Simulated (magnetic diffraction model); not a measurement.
## Cd2FeCoO5: the ordered moment from one line

Space group Ima2 (no. 46), a = 15.2460 Å, b = 5.5820 Å, c = 5.2320 Å.

| site | atom | x | y | z |
| --- | --- | --- | --- | --- |
| 8c | Cd | 0.6110 | 0.0115 | 0.5021 |
| 4b | Co | 3/4 | 0.9298 | 0.0322 |
| 4a | Fe | 0 | 1/2 | 0.4983 |
| 8c | O | 0.9930 | 0.7621 | 0.2583 |
| 8c | O | 0.6413 | 0.0331 | 0.0116 |
| 4b | O | 3/4 | 0.8653 | 0.3764 |

This is a made-up structure (elements placed in a structure type, unrelaxed), so the numbers test the method and describe no known phase.

Only Co and Fe are taken to order (form factors of Co3+ and Fe3+); orders and moment sizes are assumed, and not adapted to the symmetry. Radiation: neutrons of λ = 2.36 Å (absorption by Cd left out), 3° to 60°; isotropic B of 0.24 Å² (Cd), 0.23 Å² (Co), 0.29 Å² (Fe) and 0.34 Å² (O). The intensities are simulated: I ∝ L Σ (|F_N|² + |F_M⊥|²) for unpolarised neutrons, with F_M = 2.695 fm/μB × Σ f(s) S exp(2πi Q·r) exp(−B s²) at Q = H ± k (one set where k and −k are equivalent), only the part normal to Q counting and L = 1/(sin²θ cos θ). For collinear order S is the moment m, which repeats by lattice and centring translations R with the sign exp(−2πi k·R). Form factors are spin-only for 3d ions and dipole or tabulated for f ions, scattering lengths are Sears's of 1992, and absorption is left out. A label names one of the reflections at its angle. The strongest nuclear line in the range is 100, and lines under 0.2 are left out.

In a first state the assumed order is k = (0 1/2 1/2), collinear moments along [010], 3.07 μB on Co and 4.48 μB on Fe; signs + at (3/4, 0.9298, 0.0322), + at (3/4, 0.5702, 0.5322), − at (0, 1/2, 0.4983), − at (0, 0, 0.9983), with this pattern:

```csv
2θ (°),index,nuclear,magnetic
17.78,(0 1/2 1/2),0.0,5.8
17.81,(2 0 0),100.0,0.0
19.91,(1 1/2 -1/2),0.0,2.1
25.27,(2 1/2 1/2),0.0,188.0
26.02,(1 1 0),8.6,0.0
32.39,(3 1/2 -1/2),0.0,1.0
36.01,(0 1 1),46.5,0.0
36.07,(4 0 0),15.6,0.0
36.60,(3 1 0),10.8,0.0
39.33,(0 3/2 -1/2),0.0,0.4
40.40,(1 3/2 1/2),0.0,0.8
40.45,(2 1 1),24.0,0.0
40.49,(4 1/2 1/2),0.0,3.0
41.52,(0 1/2 -3/2),0.0,2.2
42.54,(1 1/2 3/2),0.0,0.6
43.48,(2 3/2 -1/2),0.0,15.8
```
(The table stops after 16 lines; 18 more lie at higher angle.)

**Question.** Nearer the ordering temperature the line at 25.27° has total intensity 92.3 on the same scale, and all moments have shrunk alike. How large is the Co moment?

The nuclear part, 0.0, stays, so the magnetic part is 92.3 against 188.0. It goes as m², so m = 3.07 × √(92.3/188.0) = 2.15 μB; the value used was 2.15 μB.

[Logs are printed without paths, hosts, clocks, repeated set-up lines and the standing remarks that a program may print on its own settings, such as how far it seeks lower states.]
